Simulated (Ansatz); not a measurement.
# Cl on Mo(100): change of the work function, part 2 of 4

How does Cl on the hollow site change the work function of Mo(100) as the layer fills?

Ansatz 0.2.0; plane-wave DFT, PBE, Ansatz PAW.

So far, work function, upper face (eV): step 2 (the clean slab) 3.83.

**3. The covered slab, k-mesh 4×4×1, coverage 0.111 ML**

System of this step: Cl/Mo(100). The cell holds 37 atoms: 36 Mo and 1 Cl. Its edges and angles: a = 9.450 Å, b = 9.450 Å, c = 24.010 Å, α = 90.0°, β = 90.0°, γ = 90.0°. Vacuum lies along c.

The clean slab as it ended is repeated in the plane and the adsorbate is set on one face; the cell's size fixes the coverage, and the k-mesh shrinks with it to keep the sampling density about even. Adsorbate and upper layers relax, since the dipole depends on the height.

input.yaml reads:

```yaml
crystal:
  lattice:
    - [9.45, 0.0, 0.0]
    - [0.0, 9.45, 0.0]
    - [0.0, 0.0, 24.0100287647]
  atoms:
    - { symbol: Mo, position: [0.1666666667, 0.1666666667, 0.374843366] }
    - { symbol: Mo, position: [0.0, 0.0, 0.4404409551] }
    - { symbol: Mo, position: [0.1666666667, 0.1666666667, 0.5088278717] }
    - { symbol: Mo, position: [0.0, 0.0, 0.5663815071] }
    - { symbol: Mo, position: [0.1666666667, 0.5, 0.374843366] }
    - { symbol: Mo, position: [0.0, 0.3333333333, 0.4404409551] }
    - { symbol: Mo, position: [0.1666666667, 0.5, 0.5088278717] }
    - { symbol: Mo, position: [0.0, 0.3333333333, 0.5663815071] }
    - { symbol: Mo, position: [0.1666666667, 0.8333333333, 0.374843366] }
    - { symbol: Mo, position: [0.0, 0.6666666667, 0.4404409551] }
    - { symbol: Mo, position: [0.1666666667, 0.8333333333, 0.5088278717] }
    - { symbol: Mo, position: [0.0, 0.6666666667, 0.5663815071] }
    - { symbol: Mo, position: [0.5, 0.1666666667, 0.374843366] }
    - { symbol: Mo, position: [0.3333333333, 0.0, 0.4404409551] }
    - { symbol: Mo, position: [0.5, 0.1666666667, 0.5088278717] }
    - { symbol: Mo, position: [0.3333333333, 0.0, 0.5663815071] }
    - { symbol: Mo, position: [0.5, 0.5, 0.374843366] }
    - { symbol: Mo, position: [0.3333333333, 0.3333333333, 0.4404409551] }
    - { symbol: Mo, position: [0.5, 0.5, 0.5088278717] }
    - { symbol: Mo, position: [0.3333333333, 0.3333333333, 0.5663815071] }
    - { symbol: Mo, position: [0.5, 0.8333333333, 0.374843366] }
    - { symbol: Mo, position: [0.3333333333, 0.6666666667, 0.4404409551] }
    - { symbol: Mo, position: [0.5, 0.8333333333, 0.5088278717] }
    - { symbol: Mo, position: [0.3333333333, 0.6666666667, 0.5663815071] }
    - { symbol: Mo, position: [0.8333333333, 0.1666666667, 0.374843366] }
    - { symbol: Mo, position: [0.6666666667, 0.0, 0.4404409551] }
    - { symbol: Mo, position: [0.8333333333, 0.1666666667, 0.5088278717] }
    - { symbol: Mo, position: [0.6666666667, 0.0, 0.5663815071] }
    - { symbol: Mo, position: [0.8333333333, 0.5, 0.374843366] }
    - { symbol: Mo, position: [0.6666666667, 0.3333333333, 0.4404409551] }
    - { symbol: Mo, position: [0.8333333333, 0.5, 0.5088278717] }
    - { symbol: Mo, position: [0.6666666667, 0.3333333333, 0.5663815071] }
    - { symbol: Mo, position: [0.8333333333, 0.8333333333, 0.374843366] }
    - { symbol: Mo, position: [0.6666666667, 0.6666666667, 0.4404409551] }
    - { symbol: Mo, position: [0.8333333333, 0.8333333333, 0.5088278717] }
    - { symbol: Mo, position: [0.6666666667, 0.6666666667, 0.5663815071] }
    - { symbol: Cl, position: [0.1666666667, 0.1666666667, 0.625156634] }
kpoints:
  mp_grid: { grid: [4, 4, 1] }
hamiltonian:
  xc: pbe
scf:
  occupations: { method: fermi_dirac, width: 0.1 }
  convergence: { dr2_threshold: 1.0e-08 }
efield:
  axis: 3
  dipole_correction: true
  ramp_position: 0.97
  ramp_width: 0.06
relax:
  f_tol: 0.02
  max_steps: 60
  constraints:
    - { sites: [0, 1, 4, 5, 8, 9, 12, 13, 16, 17, 20, 21, 24, 25, 28, 29, 32, 33] }
output:
  write_potential: true
  write_density: true
  volumetric_format: npy
```

On the command line:

```sh
$ ansatz run input.yaml --threads 4 --pin off --max-ram 16384MiB --backend cpu --events-out ev --progress --plain --runs-dir out
```

Numbers of over 12 decimals in the logs are rounded to 6 here.

Output:

```text
[...]
Crystal: 37 atoms, lattice volume = 2144.156 Å³
Basis set: ecut = 420 eV, 41865 PW (Γ), exchange–correlation on 128×128×324 points (8 copies of the dense FFT grid, shifted against one another)
Bands: 307, of which v1, the nominal top of the filled ones, is band 256 counted from 1 (255 counted from 0)
Symmetry: 8 space group operations
[...]
k-points: 6 of 16
[...]
SCF iter   1: F=—  HF=-179462.354890 eV  |F-HF|=—  |Δ(HF+E_count)|=         —  Δρ=7.38e-3  dr2=2.39e0  ethr=1.77e-3  p=0.078 e·Å  D=6.60e-3 V/Å  ΔV_dip=-0.16 eV  dr2_dipole=1.37e-2  V_vac-E_F(+/−)=4.00/4.16 eV  ⟨swp⟩=9.7  Hψ=8852  notcnv=0
[...]
SCF iter  11: F=-179462.091714 eV  HF=-179462.091714 eV  |F-HF|=1.31e-8  |Δ(HF+E_count)|=   4.41e-8  Δρ=3.24e-7  dr2=3.05e-9  ethr=1.96e-12  p=0.017 e·Å  D=1.47e-3 V/Å  ΔV_dip=-0.04 eV  dr2_dipole=3.46e-11  V_vac-E_F(+/−)=3.82/3.85 eV  ⟨swp⟩=11.0  Hψ=12921  notcnv=0
SCF 1 converged in 11 iterations: F = -179462.091714 eV  dr2 = 3.05e-9
[...]
relax step   1: F+E_penalty+E_count = -179462.09171368 eV  Δ(F+E_penalty+E_count) = +0.000e0 eV  max|allowed force component| = 1.040e0 eV/Å  Δτ_max = 0.0000 Å  (11 SCF iters, accepted)
[...]
SCF iter  10: F=-179462.398421 eV  HF=-179462.398421 eV  |F-HF|=1.54e-8  |Δ(HF+E_count)|=   3.91e-8  Δρ=3.55e-7  dr2=5.08e-9  ethr=1.96e-12  p=-0.013 e·Å  D=-1.13e-3 V/Å  ΔV_dip=0.03 eV  dr2_dipole=9.43e-10  V_vac-E_F(+/−)=3.88/3.86 eV  ⟨swp⟩=8.7  Hψ=13473  notcnv=0
SCF 2 converged in 10 iterations: F = -179462.398421 eV  dr2 = 5.08e-9
[...]
relax step   2: F+E_penalty+E_count = -179462.39842070 eV  Δ(F+E_penalty+E_count) = -3.067e-1 eV  max|allowed force component| = 3.337e-1 eV/Å  Δτ_max = 0.1921 Å  (10 SCF iters, accepted)
SCF iter   1: F=—  HF=-179462.532172 eV  |F-HF|=—  |Δ(HF+E_count)|=         —  Δρ=4.50e-3  dr2=7.58e-1  ethr=2.38e-3  p=-0.013 e·Å  D=-1.13e-3 V/Å  ΔV_dip=0.03 eV  dr2_dipole=7.73e-4  V_vac-E_F(+/−)=3.88/3.85 eV  ⟨swp⟩=4.2  Hψ=3617  notcnv=0
[...]
SCF iter  10: F=-179462.449951 eV  HF=-179462.449951 eV  |F-HF|=2.91e-8  |Δ(HF+E_count)|=   8.37e-8  Δρ=4.05e-7  dr2=6.53e-9  ethr=1.96e-12  p=-0.020 e·Å  D=-1.67e-3 V/Å  ΔV_dip=0.04 eV  dr2_dipole=4.34e-10  V_vac-E_F(+/−)=3.91/3.87 eV  ⟨swp⟩=11.3  Hψ=12860  notcnv=0
SCF 3 converged in 10 iterations: F = -179462.449951 eV  dr2 = 6.53e-9
relax step   3: F+E_penalty+E_count = -179462.44995143 eV  Δ(F+E_penalty+E_count) = -5.153e-2 eV  max|allowed force component| = 8.938e-1 eV/Å  Δτ_max = 0.1942 Å  (10 SCF iters, accepted)
[...]
relax step   4: F+E_penalty+E_count = -179462.49683754 eV  Δ(F+E_penalty+E_count) = -4.689e-2 eV  max|allowed force component| = 1.168e-1 eV/Å  Δτ_max = 0.0696 Å  (9 SCF iters, accepted)
[...]
relax step   5: F+E_penalty+E_count = -179462.49947334 eV  Δ(F+E_penalty+E_count) = -2.636e-3 eV  max|allowed force component| = 6.969e-2 eV/Å  Δτ_max = 0.0298 Å  (9 SCF iters, accepted)
[...]
relax step   6: F+E_penalty+E_count = -179462.50075585 eV  Δ(F+E_penalty+E_count) = -1.283e-3 eV  max|allowed force component| = 2.223e-2 eV/Å  Δτ_max = 0.0104 Å  (8 SCF iters, accepted)
SCF iter   1: F=—  HF=-179462.498617 eV  |F-HF|=—  |Δ(HF+E_count)|=         —  Δρ=2.74e-4  dr2=7.39e-3  ethr=8.01e-6  p=-0.019 e·Å  D=-1.59e-3 V/Å  ΔV_dip=0.04 eV  dr2_dipole=1.12e-3  V_vac-E_F(+/−)=3.90/3.86 eV  ⟨swp⟩=2.0  Hψ=2508  notcnv=0
[...]
SCF iter   8: F=-179462.501053 eV  HF=-179462.501053 eV  |F-HF|=4.37e-10  |Δ(HF+E_count)|=   1.41e-8  Δρ=2.22e-7  dr2=3.17e-9  ethr=1.96e-12  p=-0.019 e·Å  D=-1.58e-3 V/Å  ΔV_dip=0.04 eV  dr2_dipole=3.60e-10  V_vac-E_F(+/−)=3.90/3.86 eV  ⟨swp⟩=10.0  Hψ=11843  notcnv=0
SCF 7 converged in 8 iterations: F = -179462.501053 eV  dr2 = 3.17e-9
relax step   7: F+E_penalty+E_count = -179462.50105340 eV  Δ(F+E_penalty+E_count) = -2.976e-4 eV  max|allowed force component| = 3.513e-3 eV/Å  Δτ_max = 0.0037 Å  (8 SCF iters, accepted)
NSCF: frozen V_eff on 6 k-points
[...]
SCF converged after 8 iterations
Free energy (F): -179462.501053 eV
[...]
Internal energy: -179461.094026 eV  (E = F + TS)
E sigma→0 (E₀):  -179461.797540 eV
Entropy (-TS):   -1.407027 eV (-38.028 meV/atom)
Fermi energy:    2.805984 eV
Dipole field:    D = -0.001571 V/Å  (p = -0.018614 e·Å, saw-weighted, corrected)
Work function:   Φ+ = 3.9005 eV   Φ− = 3.8628 eV
[...]
--- Forces (eV/Å), atoms counted from 1 ---
  atom   1  Mo    -0.00000000     0.00000000     1.55506966
  atom   2  Mo    -0.18113619    -0.18113619    -1.64573935
  atom   3  Mo    -0.00000000     0.00000000     0.00300001
  atom   4  Mo    -0.00045080    -0.00045080    -0.00068311
  atom   5  Mo     0.00000000     0.03858672     1.67490700
  atom   6  Mo    -0.18113619     0.18113619    -1.64573935
  atom   7  Mo     0.00000000    -0.00177805     0.00075425
  atom   8  Mo    -0.00045080     0.00045080    -0.00068311
  atom   9  Mo     0.00000000    -0.03858672     1.67490700
  atom  10  Mo     0.04356637     0.00000000    -1.65939283
  atom  11  Mo     0.00000000     0.00177805     0.00075425
  atom  12  Mo     0.00006195     0.00000000    -0.00084322
  atom  13  Mo     0.03858672     0.00000000     1.67490700
  atom  14  Mo     0.18113619    -0.18113619    -1.64573935
  atom  15  Mo    -0.00177805     0.00000000     0.00075425
  atom  16  Mo     0.00045080    -0.00045080    -0.00068311
  atom  17  Mo     0.03222176     0.03222176     1.71454726
  atom  18  Mo     0.18113619     0.18113619    -1.64573935
  atom  19  Mo    -0.00016060    -0.00016060    -0.00249703
  atom  20  Mo     0.00045080     0.00045080    -0.00068311
  atom  21  Mo     0.03222176    -0.03222176     1.71454726
  atom  22  Mo    -0.04356637     0.00000000    -1.65939283
  atom  23  Mo    -0.00016060     0.00016060    -0.00249703
  atom  24  Mo    -0.00006195     0.00000000    -0.00084322
  atom  25  Mo    -0.03858672     0.00000000     1.67490700
  atom  26  Mo     0.00000000     0.04356637    -1.65939283
  atom  27  Mo     0.00177805     0.00000000     0.00075425
  atom  28  Mo     0.00000000     0.00006195    -0.00084322
  atom  29  Mo    -0.03222176     0.03222176     1.71454726
  atom  30  Mo     0.00000000    -0.04356637    -1.65939283
  atom  31  Mo     0.00016060    -0.00016060    -0.00249703
  atom  32  Mo     0.00000000    -0.00006195    -0.00084322
  atom  33  Mo    -0.03222176    -0.03222176     1.71454726
  atom  34  Mo    -0.00000000     0.00000000    -1.88528394
  atom  35  Mo     0.00016060     0.00016060    -0.00249703
  atom  36  Mo    -0.00000000     0.00000000    -0.00059013
  atom  37  Cl     0.00000000     0.00000000     0.00351274
  max |Σ_I F_I| component: 7.98e-5 eV/Å
--- Band table (eV; the first three rows and the last of 6) ---
  k-point 0: bands = [... 252 lower, 2.6427, 2.6611, 2.7334, 2.7334, 2.7796, 2.8781, 3.0379, 3.0379, ... 47 higher]
  k-point 1: bands = [... 252 lower, 2.6146, 2.7644, 2.7818, 2.8377, 2.8632, 2.9191, 2.9744, 2.9779, ... 47 higher]
  k-point 2: bands = [... 252 lower, 2.6444, 2.6706, 2.6898, 2.7465, 2.7588, 2.9727, 3.0527, 3.0674, ... 47 higher]
  k-point 5: bands = [... 252 lower, 2.6575, 2.6610, 2.6956, 2.7902, 2.7902, 2.7935, 2.9636, 2.9806, ... 47 higher]
--- Relaxed structure (7 steps of the walk, 7 accepted, 0 SCFs on fresh bases) ---
  F+E_penalty+E_count = -179462.50105340 eV   max|allowed force component| = 3.513e-3 eV/Å
  atoms:
    - { symbol: Mo, position: [0.166667, 0.166667, 0.374843] }
    - { symbol: Mo, position: [1.6666659794015235e-11, 1.6666659794015235e-11, 0.4404409551] }
    - { symbol: Mo, position: [0.166667, 0.166667, 0.503867] }
    - { symbol: Mo, position: [0.010766, 0.010766, 0.568411] }
    - { symbol: Mo, position: [0.166667, 0.500000, 0.374843] }
    - { symbol: Mo, position: [1.6666659794015235e-11, 0.333333, 0.4404409551] }
    - { symbol: Mo, position: [0.166667, 0.500514, 0.508991] }
    - { symbol: Mo, position: [0.010766, 0.322568, 0.568411] }
    - { symbol: Mo, position: [0.166667, 0.833333, 0.374843] }
    - { symbol: Mo, position: [1.6666659794015235e-11, 0.666667, 0.4404409551] }
    - { symbol: Mo, position: [0.166667, 0.832820, 0.508991] }
    - { symbol: Mo, position: [-0.00673572, 0.666667, 0.566138] }
    - { symbol: Mo, position: [0.500000, 0.166667, 0.374843] }
    - { symbol: Mo, position: [0.333333, 1.6666659794015235e-11, 0.4404409551] }
    - { symbol: Mo, position: [0.500514, 0.166667, 0.508991] }
    - { symbol: Mo, position: [0.322568, 0.010766, 0.568411] }
    - { symbol: Mo, position: [0.500000, 0.500000, 0.374843] }
    - { symbol: Mo, position: [0.333333, 0.333333, 0.4404409551] }
    - { symbol: Mo, position: [0.499437, 0.499437, 0.508838] }
    - { symbol: Mo, position: [0.322568, 0.322568, 0.568411] }
    - { symbol: Mo, position: [0.500000, 0.833333, 0.374843] }
    - { symbol: Mo, position: [0.333333, 0.666667, 0.4404409551] }
    - { symbol: Mo, position: [0.499437, 0.833897, 0.508838] }
    - { symbol: Mo, position: [0.340069, 0.666667, 0.566138] }
    - { symbol: Mo, position: [0.833333, 0.166667, 0.374843] }
    - { symbol: Mo, position: [0.666667, 1.6666659794015235e-11, 0.4404409551] }
    - { symbol: Mo, position: [0.832820, 0.166667, 0.508991] }
    - { symbol: Mo, position: [0.666667, -0.00673572, 0.566138] }
    - { symbol: Mo, position: [0.833333, 0.500000, 0.374843] }
    - { symbol: Mo, position: [0.666667, 0.333333, 0.4404409551] }
    - { symbol: Mo, position: [0.833897, 0.499437, 0.508838] }
    - { symbol: Mo, position: [0.666667, 0.340069, 0.566138] }
    - { symbol: Mo, position: [0.833333, 0.833333, 0.374843] }
    - { symbol: Mo, position: [0.666667, 0.666667, 0.4404409551] }
    - { symbol: Mo, position: [0.833897, 0.833897, 0.508838] }
    - { symbol: Mo, position: [0.666667, 0.666667, 0.565675] }
    - { symbol: Cl, position: [0.166667, 0.166667, 0.638149] }
```

It took 18 min on 4 threads of Arm Neoverse V1, shared host; peak memory 11 GiB.

This run has no spin polarisation although its electron count is odd.

Step by step:

| step | energy less that of the first step (eV) | largest force component (eV/Å) |
| --- | --- | --- |
| 1 | 0.0000 | 1.0400 |
| 2 | -0.3067 | 0.3337 |
| 3 | -0.3582 | 0.8938 |
| 4 | -0.4051 | 0.1168 |
| 5 | -0.4078 | 0.0697 |
| 6 | -0.4090 | 0.0222 |
| 7 | -0.4093 | 0.0035 |

The run keeps the 8 symmetry operations that it works with, so distortions that break them were not tested.

The atoms that moved most (Å):

| atom | dx | dy | dz | length |
| --- | --- | --- | --- | --- |
| Cl37 | 0.000 | 0.000 | 0.312 | 0.312 |
| Mo20 | -0.102 | -0.102 | 0.049 | 0.152 |
| Mo16 | -0.102 | 0.102 | 0.049 | 0.152 |
| Mo8 | 0.102 | -0.102 | 0.049 | 0.152 |
| Mo4 | 0.102 | 0.102 | 0.049 | 0.152 |
| Mo3 | 0.000 | 0.000 | -0.119 | 0.119 |
| Mo28 | 0.000 | -0.064 | -0.006 | 0.064 |
| Mo12 | -0.064 | 0.000 | -0.006 | 0.064 |

Final coordinates:

```xyz
37
Lattice="9.4500 0.0000 0.0000 0.0000 9.4500 0.0000 0.0000 0.0000 24.0100" Properties=species:S:1:pos:R:3
Mo    1.5750    1.5750    9.0000
Mo    0.0000    0.0000   10.5750
Mo    1.5750    1.5750   12.0979
Mo    0.1017    0.1017   13.6476
Mo    1.5750    4.7250    9.0000
Mo    0.0000    3.1500   10.5750
Mo    1.5750    4.7299   12.2209
Mo    0.1017    3.0483   13.6476
Mo    1.5750    7.8750    9.0000
Mo    0.0000    6.3000   10.5750
Mo    1.5750    7.8701   12.2209
Mo   -0.0637    6.3000   13.5930
Mo    4.7250    1.5750    9.0000
Mo    3.1500    0.0000   10.5750
Mo    4.7299    1.5750   12.2209
Mo    3.0483    0.1017   13.6476
Mo    4.7250    4.7250    9.0000
Mo    3.1500    3.1500   10.5750
Mo    4.7197    4.7197   12.2172
Mo    3.0483    3.0483   13.6476
Mo    4.7250    7.8750    9.0000
Mo    3.1500    6.3000   10.5750
Mo    4.7197    7.8803   12.2172
Mo    3.2137    6.3000   13.5930
Mo    7.8750    1.5750    9.0000
Mo    6.3000    0.0000   10.5750
Mo    7.8701    1.5750   12.2209
Mo    6.3000   -0.0637   13.5930
Mo    7.8750    4.7250    9.0000
Mo    6.3000    3.1500   10.5750
Mo    7.8803    4.7197   12.2172
Mo    6.3000    3.2137   13.5930
Mo    7.8750    7.8750    9.0000
Mo    6.3000    6.3000   10.5750
Mo    7.8803    7.8803   12.2172
Mo    6.3000    6.3000   13.5819
Cl    1.5750    1.5750   15.3220
```

Numbers from this step:

```
energy at zero smearing        : -179461.7975 eV
work function, upper face      : 3.901 eV
work function, lower face      : 3.863 eV
dipole along the normal        : -0.01861 e·Å
step between the vacuum levels : 0.03772 eV
```

Running mean over 1.575 Å of the planar mean; the ramp of the sawtooth is left out. The electron's electrostatic potential energy less the Fermi level by z:

z (Å), electron's electrostatic potential energy less the Fermi level (eV) and a bar from the least value:
```
      3.0        3.9 ##############################
      3.5        3.9 ##############################
      4.0        3.9 ##############################
      4.5        3.9 ##############################
      5.0        3.9 ##############################
      5.5        3.8 ##############################
      6.0        3.8 ##############################
      6.5        3.6 ##############################
      7.0        3.1 #############################
      7.5        1.6 ##########################
      8.0       -2.5 ###################
      8.5       -8.1 ##########
      9.0      -11.4 #####
      9.5      -12.1 ###
     10.0      -12.3 ###
     10.5      -12.4 ###
     11.0      -12.2 ###
     11.5      -12.2 ###
     12.0      -12.7 ##
     12.5      -13.8 #
     13.0      -14.2 
     13.5      -12.9 ##
     14.0       -9.6 ########
     14.5       -4.4 ################
     15.0        0.1 ########################
     15.5        2.1 ###########################
     16.0        3.0 ############################
     16.5        3.6 #############################
     17.0        3.8 ##############################
     17.5        3.9 ##############################
     18.0        3.9 ##############################
     18.5        3.9 ##############################
     19.0        3.9 ##############################
     19.5        3.9 ##############################
     20.0        3.9 ##############################
     20.5        3.9 ##############################
     21.0        3.9 ##############################
```

The relaxation took 7 steps and lowered the energy by 0.41 eV; the largest force on the free atoms ends at 0.0035 eV/Å.

The covered face has 3.90 eV, +0.07 eV against the clean one; the bare back face has moved by +0.00 eV, a measure of how thin the slab is.

[end of part 2 of 4]

[Logs are printed without paths, hosts, clocks, repeated set-up lines and the standing remarks that a program may print on its own settings, such as how far it seeks lower states.]

[Hosts, paths, dates, database ids (printed as entryN), source tags and the programs' standing remarks are cut or masked in the printed files.]

[Maps of the electrostatic potential energy from Ansatz leave out the sawtooth potential of an applied field or a dipole correction, so their vacuum need not be flat; planar profiles and work functions include it.]
